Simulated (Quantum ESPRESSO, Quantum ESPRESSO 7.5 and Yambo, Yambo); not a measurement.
# SrTiO3 (Tausonite): G0W0 with and without spin-orbit coupling

Aim: spinor G0W0 for SrTiO3 (Tausonite) beside the scalar-relativistic result.

Program: Quantum ESPRESSO 7.5 and Yambo 5.3.0. Level of theory: PBE and many-body steps on it, plane waves. Results are calculated unless marked as measured.

**What was measured.**

- Gap 3.77 eV: direct gap (M0 critical point); spectroscopic ellipsometry, second-derivative fit; 300 K; bulk crystal (commercial single crystal) (“Optical probe of ferroelectric order in bulk and thin film perovskite titanates”, 2013, arxiv:1309.1245).

## 1. The structure

The structure is cubic, space group Pm-3m (No. 221). Conventional cell: a = 3.905 Å, b = 3.905 Å, c = 3.905 Å, α = 90.00°, β = 90.00°, γ = 90.00°. Sr has 12 O at 2.76 Å nearest. Nearest to Ti lie 6 O at 1.95 Å. O has 2 Ti at 1.95 Å and 4 Sr at 2.76 Å nearest. Farther neighbours and most contacts between anions are not listed.

The cell and positions come from the Crystallography Open Database and are kept as given unless a step says otherwise.

## 2. Empty states on the mesh, 4×4×4 mesh, 121 bands

This step: Quantum ESPRESSO 7.5; DFT, PBE, plane waves, norm-conserving pseudopotentials.

The sums over transitions need many empty states on a uniform mesh; this step solves for them.

Contents of pw.in:

```
&control
  calculation = 'nscf'
  prefix = 'x'
  outdir = 'o'
  pseudo_dir = 'pseudo'
/
&system
  ibrav = 0
  nat = 5
  ntyp = 3
  ecutwfc = 76.0
  nbnd = 121
  force_symmorphic = .true.
/
&electrons
  conv_thr = 1e-9
  electron_maxstep = 80
  diago_full_acc = .true.
  diago_thr_init = 5e-6
/
ATOMIC_SPECIES
  Sr 87.62 Sr.upf
  Ti 47.867 Ti.upf
  O 15.999 O.upf
CELL_PARAMETERS angstrom
  3.9052800000 0.0000000000 0.0000000000
  0.0000000000 3.9052800000 0.0000000000
  0.0000000000 0.0000000000 3.9052800000
ATOMIC_POSITIONS crystal
  Sr 0.5000000000 0.5000000000 0.5000000000
  Ti 0.0000000000 0.0000000000 0.0000000000
  O 0.5000000000 0.0000000000 0.0000000000
  O 0.0000000000 0.5000000000 0.0000000000
  O 0.0000000000 0.0000000000 0.5000000000
K_POINTS automatic
  4 4 4 0 0 0
```

Started as:

```
$ OMP_NUM_THREADS=1 mpirun -n 4 pw.x -nk 4 -in pw.in > pw.out
```

Output:

```text
Program PWSCF v.7.5 starts

     This program is part of the open-source Quantum ESPRESSO suite
     for quantum simulation of materials; please cite
         "P. Giannozzi et al., J. Phys.:Condens. Matter 21 395502 (2009);
         "P. Giannozzi et al., J. Phys.:Condens. Matter 29 465901 (2017);
         "P. Giannozzi et al., J. Chem. Phys. 152 154105 (2020);
     in publications or presentations arising from this work. More details at

     Atomic positions and unit cell read from directory:
     o/x.save/

     Message from routine setup:
[...]
82.8069

          k = 0.0000 0.0000-0.5000 (  4484 PWs)   bands (ev):

[...]
54.5449  54.7979  54.8855  54.8855  55.5068  56.1918  56.1918  57.6651
     [... 4 further rows ...]
    78.5887  78.9137  78.9137  79.8960  80.7597  81.1356  81.1356  81.9600
    82.0773

          k = 0.0000 0.2500 0.2500 (  4514 PWs)   bands (ev):

     [... further k-points ...]

     highest occupied, lowest unoccupied level (ev):    10.0469   11.9546

     XML data file, pseudopotentials, collected wavefunctions

=------------------------------------------------------------------------------=
   JOB DONE.
=------------------------------------------------------------------------------=
```

The job ended after 13 s (4 MPI ranks of Arm Neoverse V2, shared host; peak memory 0.41 GiB; 51 s of CPU time).

This step gave:

| Item | Value |
| --- | --- |
| gap | 1.908 eV |
| k of the valence top | -0.5, -0.5, -0.5 |
| k of the conduction bottom | 0, 0, 0 |
| least direct gap | 2.263 eV |
| k points computed | 10 |
| lowest point of the top converged band, above the valence top | 71.3696 eV |

On this mesh the gap is 1.908 eV.

The density comes from a self-consistent run that is not shown.

## 3. Conversion and set-up

This step: Yambo 5.3.0; conversion and set-up on PBE, plane waves, norm-conserving pseudopotentials.

The states are converted to the many-body program's format and the q mesh is built.

Started as:

```
$ (cd o/x.save; p2y > p2y.log; mv SAVE ../..); yambo > setup.log
```

Output:

```text
 Yambo, version 5.3.0

 [02] CORE Variables Setup
 =========================

  [02.01] Unit cells
  ==================

  Cell kind             :  CUB
  Atoms in the cell     :  Sr  Ti  O
  number of Sr atoms    :  1
  number of Ti atoms    :  1
  number of O  atoms    :  3

  List of atomic masses
  Mass of Sr    :  87.62000
  Mass of Ti    :  47.86700
  Mass of O     :  15.99900

  List of atomic coordinates    : [cc]
  Sr1       :  3.689955  3.689955  3.689955  order 1
  Ti1       :  0.000000  0.000000  0.000000  order 2
  O1       :  3.689955  0.000000  0.000000  order 3
[...]
IBZ Q-points                                      :  10
 BZ  Q-points                                      :   64

 K/Q-points units:
 rlu = crystal or reduced units; cc = cartesian coordinates; iku = interal k-units

 Q [ 1]         [rlu]:  0.000000  0.000000  0.000000
 Q [ 2]         [rlu]:  0.000000  0.000000  0.250000
 Q [ 3]         [rlu]:  0.000000  0.000000 -0.500000
[...]
Q [ 8]         [rlu]:  0.250000  0.250000 -0.500000
 Q [ 9]         [rlu]:  0.250000 -0.500000 -0.500000
 Q [10]         [rlu]: -0.500000 -0.500000 -0.500000

  [03.01] X indexes
  =================

   [03.01.01] Sigma indexes
   ========================

 [06] Game Over & Game summary
```

Elapsed: 3 s, on 1 MPI rank; peak memory 0.25 GiB.

## 4. Scalar-relativistic

G0W0 replaces the xc potential by the self-energy, built once from these orbitals. Only a window of levels is corrected, while the sums run over the empty bands that the input names.

This step: G0W0 on PBE, plane waves, norm-conserving pseudopotentials.

Contents of gw1.in:

```
HF_and_locXC
gw0
dyson
ppa
em1d
rim_cut
RandQpts= 1000000
RandGvec= 1 RL
EXXRLvcs= 76 Ry
VXCRLvcs= 304 Ry
Chimod= "HARTREE"
% BndsRnXp
 1 | 121 |
%
NGsBlkXp= 10 Ry
% LongDrXp
 1 | 1 | 1 |
%
% GbndRnge
 1 | 121 |
%
DysSolver= "n"
ExtendOut
PPAPntXp= 27.21138 eV
% QPkrange
 10 | 10 | 19 | 22 |
 1 | 1 | 19 | 22 |
%
```

Started as:

```
$ OMP_NUM_THREADS=1 mpirun -n 4 yambo -F gw1.in -J gw1 -C gw1 > gw1.log
```

Output:

```text
 Yambo, version 5.3.0

 [02] CORE Variables Setup
 =========================

  [... cell, symmetries and grids as in the set-up ...]

  [02.05] Energies & Occupations
  ==============================

  [X] === General ===
  [X] Electronic Temperature                        :  0.000000  0.000000 [eV K]
  [X] Bosonic    Temperature                        :  0.000000  0.000000 [eV K]
  [X] Finite Temperature mode                       : no
  [X] El. density                                   :  0.67159E+24 [cm-3]
  [X] Fermi Level                                   :  10.04689 [eV]

  [X] === Gaps and Widths ===
  [X] Conduction Band Min                           :  1.907663 [eV]
  [X] Valence Band Max                              :  0.000000 [eV]
  [X] Filled Bands                                  :  20
  [X] Empty Bands                                   :   21  121
  [X] Direct Gap                                    :  2.262791 [eV]
  [X] Direct Gap localized at k                     :  1
  [X] Indirect Gap                                  :  1.907663 [eV]
  [X] Indirect Gap between kpts                     :  10   1
  [X] Last valence band width                       :  0.731989 [eV]
  [X] 1st conduction band width                     :  2.609048 [eV]

 [03] Transferred momenta grid and indexing
 ==========================================

 IBZ Q-points                                      :  10
 BZ  Q-points                                      :   64

 K/Q-points units:
 rlu = crystal or reduced units; cc = cartesian coordinates; iku = interal k-units

 Q [ 1]         [rlu]:  0.000000  0.000000  0.000000
 Q [ 2]         [rlu]:  0.000000  0.000000  0.250000
 Q [ 3]         [rlu]:  0.000000  0.000000 -0.500000
 Q [ 4]         [rlu]:  0.000000  0.250000  0.250000
 Q [ 5]         [rlu]:  0.000000  0.250000 -0.500000
 Q [ 6]         [rlu]:  0.000000 -0.500000 -0.500000
 Q [ 7]         [rlu]:  0.250000  0.250000  0.250000
 Q [ 8]         [rlu]:  0.250000  0.250000 -0.500000
 Q [ 9]         [rlu]:  0.250000 -0.500000 -0.500000
 Q [10]         [rlu]: -0.500000 -0.500000 -0.500000

 [04] Coloumb potential Random Integration (RIM)
 ===============================================

  [04.01] RIM initialization
  ==========================

  * Diagonal components only detected *

  8 x (sBL volume)        :  0.077143 [a.u.]
  sBZ random points       :  1000000
  Points outside the sBZ  :   7992674
  RL volume               :  0.617144 [a.u.]
  Integrated volume       :  0.617710 [a.u.]

  [04.02] RIM integrals
  =====================

  Gamma point sphere radius             :  0.077218 [a.u.]
  Points outside the sphere             :   799758
  [Int_sBZ(q=0) 1/q^2]*(Vol_sBZ)^(-1/3) =:  7.677921
                                 should be <:  7.795600

  Summary of Coulomb integrals for non-metallic bands |Q|[au] RIM/Bare

  Q [1] 0.100000E-4 0.984904 * Q [2] 0.212848 1.050352
  Q [4] 0.301012 1.048056 * Q [7] 0.368663 1.034451
  Q [3] 0.425695 1.019613 * Q [5] 0.475942 1.017752
  Q [8] 0.521368 1.015471 * Q [6] 0.602024 1.012155
  Q [9] 0.638543 1.010963 * Q [10] 0.737326 1.008585

 [05] Dipoles
 ============

  [05.01] Setup: observables and procedures
  =========================================

  [WARNING] [x,Vnl] slows the Dipoles computation. To neglect it rename the ns.kb_pp file

 [06] Dynamic Dielectric Matrix (PPA)
 ====================================

 [WR./gw1//ndb.pp]---------------------------------------------------------------
  Brillouin Zone Q/K grids (IBZ/BZ)                :   10   64   10   64
  RL vectors                                       :   5743 [WF]
  Coulomb cutoff potential                         : none
  Electronic Temperature                           :  0.000000 [K]
  Bosonic    Temperature                           :  0.000000 [K]
  PPA    diel. fun.  energies                      : Perdew, Burke & Ernzerhof(X)+Perdew, Burke & Ernzerhof(C)
  wavefunctions                                    : Perdew, Burke & Ernzerhof(X)+Perdew, Burke & Ernzerhof(C)
  Global Gauge                                     : length
  X matrix size                                    :  251
  X band range                                     :    1  121
  X e/h energy range                               : -1.000000 -1.000000 [eV]
  X Time ordering                                  : R
  X Hxc Kernel                                     : HARTREE
  X Drude frequency                                :  0.000000  0.000000
  X poles                                          :  100.0000 [o/o]
  RL vectors in the sum                            :   5743
  [r,Vnl] included                                 : yes
  Field direction                                  :  0.577350E-5  0.577350E-5  0.577350E-5
  BZ energy Double Grid                            : no
  BZ energy DbGd points                            : 0
  BZ Q point size factor                           : -1.000000
  X Optical Averaged directions                    : none

 [07] Local Exchange-Correlation + Non-Local Fock
 ================================================

 [VXC] Plane waves :   36041
 [EXS] Plane waves :   4553

 QP @ state[ 1 ] K range:  1  1
 QP @ state[ 1 ] b range:  19  22
 QP @ state[ 2 ] K range:  10  10
 QP @ state[ 2 ] b range:  19  22

 [xc] Functional : Perdew, Burke & Ernzerhof(X)+Perdew, Burke & Ernzerhof(C)
 [xc] LIBXC used to calculate xc functional
  PP Number of Atomic Species                      :  3
  NLCC RL compoments                               :   36041
  PP Number of Atomic Species                      :  3
  NLCC RL compoments                               :   36041

 [xc] E_xc :  -22.32465 [Ha]
      E_xc :  -44.64930 [Ry]

  Local XC kind (lXC) : Perdew, Burke & Ernzerhof(X)+Perdew, Burke & Ernzerhof(C)
  Non-Local XC kind (nlXC) : Hartree-Fock

  Corrections @ K [1] :  [eV]
 <19|nlXC|19> = -25.25797  0.16769E-17 <19|lXC|19> = -20.54184  0.14161E-15
 <20|nlXC|20> = -25.25793  0.40979E-17 <20|lXC|20> = -20.54184  0.000000
 <21|nlXC|21> = -11.48490  0.12242E-17 <21|lXC|21> = -18.88296  0.94408E-16
 <22|nlXC|22> = -11.48492 -0.20865E-17 <22|lXC|22> = -18.88296 -0.37763E-15

  Corrections @ K [10] :  [eV]
 <19|nlXC|19> = -25.09237 -0.62917E-17 <19|lXC|19> = -20.19479  0.56645E-15
 <20|nlXC|20> = -25.09237  0.31499E-17 <20|lXC|20> = -20.19479  0.000000
 <21|nlXC|21> = -12.96585  0.20884E-18 <21|lXC|21> = -21.98338 -0.17702E-16
 <22|nlXC|22> = -12.96590 -0.96425E-18 <22|lXC|22> = -21.98338  0.000000

  [07.01] Hartree-Fock occupations report
  =======================================

  [Hartree-Fock] === General ===
  [Hartree-Fock] Electronic Temperature             :  0.000000  0.000000 [eV K]
  [Hartree-Fock] Bosonic    Temperature             :  0.000000  0.000000 [eV K]
  [Hartree-Fock] Finite Temperature mode            : no
  [Hartree-Fock] El. density                        :  0.67159E+24 [cm-3]
  [Hartree-Fock] Fermi Level                        :  10.04689 [eV]

  [Hartree-Fock] === Gaps and Widths ===
  [Hartree-Fock] Conduction Band Min                :  1.989030 [eV]
  [Hartree-Fock] Valence Band Max                   : -0.043408 [eV]
  [Hartree-Fock] Filled Bands                       :  20
  [Hartree-Fock] Empty Bands                        :   21  121
  [Hartree-Fock] Direct Gap                         :  2.584165 [eV]
  [Hartree-Fock] Direct Gap localized at k          :  2
  [Hartree-Fock] Indirect Gap                       :  2.032438 [eV]
  [Hartree-Fock] Indirect Gap between kpts          :   9   2
  [Hartree-Fock] Last valence band width            :  5.027811 [eV]
  [Hartree-Fock] 1st conduction band width          :  11.54521 [eV]

 [08] Dyson equation: Newton solver
 ==================================

  [08.01] G0W0 (W PPA)
  ====================

  [  GW  ] Bands range     :    1  121
  [GW/PPA] G damping       :  0.100000 [eV]

  QP @ state[ 1 ] K range:  1  1
  QP @ state[ 1 ] b range:  19  22
  QP @ state[ 2 ] K range:  10  10
  QP @ state[ 2 ] b range:  19  22

   Sc/G bands                                       :    1  121
   Sc/G damping                                     :  0.100000 ev
   Sc bands terminator                              : no
   Sx RL components                                 :   4553

   QP @ state[ 1 ] K range                          :  1  1
   QP @ state[ 1 ] b range                          :  19  22
   QP @ state[ 2 ] K range                          :  10  10
   QP @ state[ 2 ] b range                          :  19  22
   GF energies kind                                 : Perdew, Burke & Ernzerhof(X)+Perdew, Burke & Ernzerhof(C)
   GF WF`s kind                                     : Perdew, Burke & Ernzerhof(X)+Perdew, Burke & Ernzerhof(C)
   Xs energies kind                                 : Perdew, Burke & Ernzerhof(X)+Perdew, Burke & Ernzerhof(C)
   Xs WF`s kind                                     : Perdew, Burke & Ernzerhof(X)+Perdew, Burke & Ernzerhof(C)

 [11] Game Over & Game summary
```

It took 1.9 min on 4 MPI ranks; peak memory 1.7 GiB.

This step gave:

- G0W0 gap on the points computed: 3.487 eV
- starting gap on the mesh: 1.908 eV
- k of the valence top: -0.5, -0.5, -0.5
- k of the conduction bottom: 0, 0, 0
- least direct G0W0 gap on the computed points: 3.849 eV
- Z at the valence top: 0.7663
- Z at the conduction bottom: 0.7788

The gap on the mesh goes from 1.91 eV to 3.49 eV, a correction of +1.58 eV.

## 5. Empty states on the mesh, 4×4×4 mesh, 242 bands

This step: Quantum ESPRESSO 7.5; DFT, PBE with spin-orbit coupling, plane waves, norm-conserving pseudopotentials.

pw.in: that of step 2 with these lines changed.

```diff
@@ -11,4 +11,6 @@
   ecutwfc = 76.0
-  nbnd = 121
+  nbnd = 242
   force_symmorphic = .true.
+  noncolin = .true.
+  lspinorb = .true.
 /
```

Started as:

```
$ OMP_NUM_THREADS=1 mpirun -n 4 pw.x -nk 4 -in pw.in > pw.out
```

Output:

```text
[banner, memory and clock lines left out]
Program PWSCF v.7.5 starts

     Atomic positions and unit cell read from directory:
     o/x.save/

     Message from routine setup:
     using ibrav=0 with symmetry is DISCOURAGED, use correct ibrav instead

     G-vector sticks info

     bravais-lattice index     =            0
     lattice parameter (alat)  =       7.3799  a.u.
     unit-cell volume          =     401.9325 (a.u.)^3
     number of atoms/cell      =            5
     number of atomic types    =            3
     number of electrons       =        40.00
[...]
k = 0.0000 0.0000 0.2500 (  4504 PWs)   bands (ev):

[...]
[... 19 further rows ...]
[...]
82.8096  82.8096

          k = 0.0000 0.0000-0.5000 (  4484 PWs)   bands (ev):

[...]
29.1169  29.1169  29.1671  29.1671  29.2687  29.2687  31.6282  31.6282
     [... 19 further rows ...]
    80.7649  80.7649  81.1234  81.1234  81.1546  81.1546  81.9610  81.9610
    82.0784  82.0784

          k = 0.0000 0.2500 0.2500 (  4514 PWs)   bands (ev):

     [... further k-points ...]

     highest occupied, lowest unoccupied level (ev):    10.0557   11.9474

     XML data file, pseudopotentials, collected wavefunctions
```

Wall time 78 s (4 MPI ranks); peak memory 1 GiB; 5.2 min of CPU time.

This step gave:

| Quantity | Value |
| --- | --- |
| gap | 1.892 eV |
| k of the valence top | -0.5, -0.5, -0.5 |
| k of the conduction bottom | 0, 0, 0 |
| least direct gap | 2.231 eV |
| k points computed | 10 |
| lowest point of the top converged band, above the valence top | 71.3577 eV |

On this mesh the gap is 1.892 eV.

The density comes from a self-consistent run that is not shown, made with spin-orbit coupling and fully relativistic files.

(Part 1 of 2 ends here.)

[Paths, hosts, dates, memory and timing lines, banners, echoed tables and standing remarks are left out of the program output.]

[Logs are printed without paths, hosts, clocks, repeated set-up lines and the standing remarks that a program may print on its own settings, such as how far it seeks lower states.]

[Runs of the session that timed out or met a known fault of the program may be left out.]

[Hosts, paths, dates, database ids (printed as entryN), source tags and the programs' standing remarks are cut or masked in the printed files.]
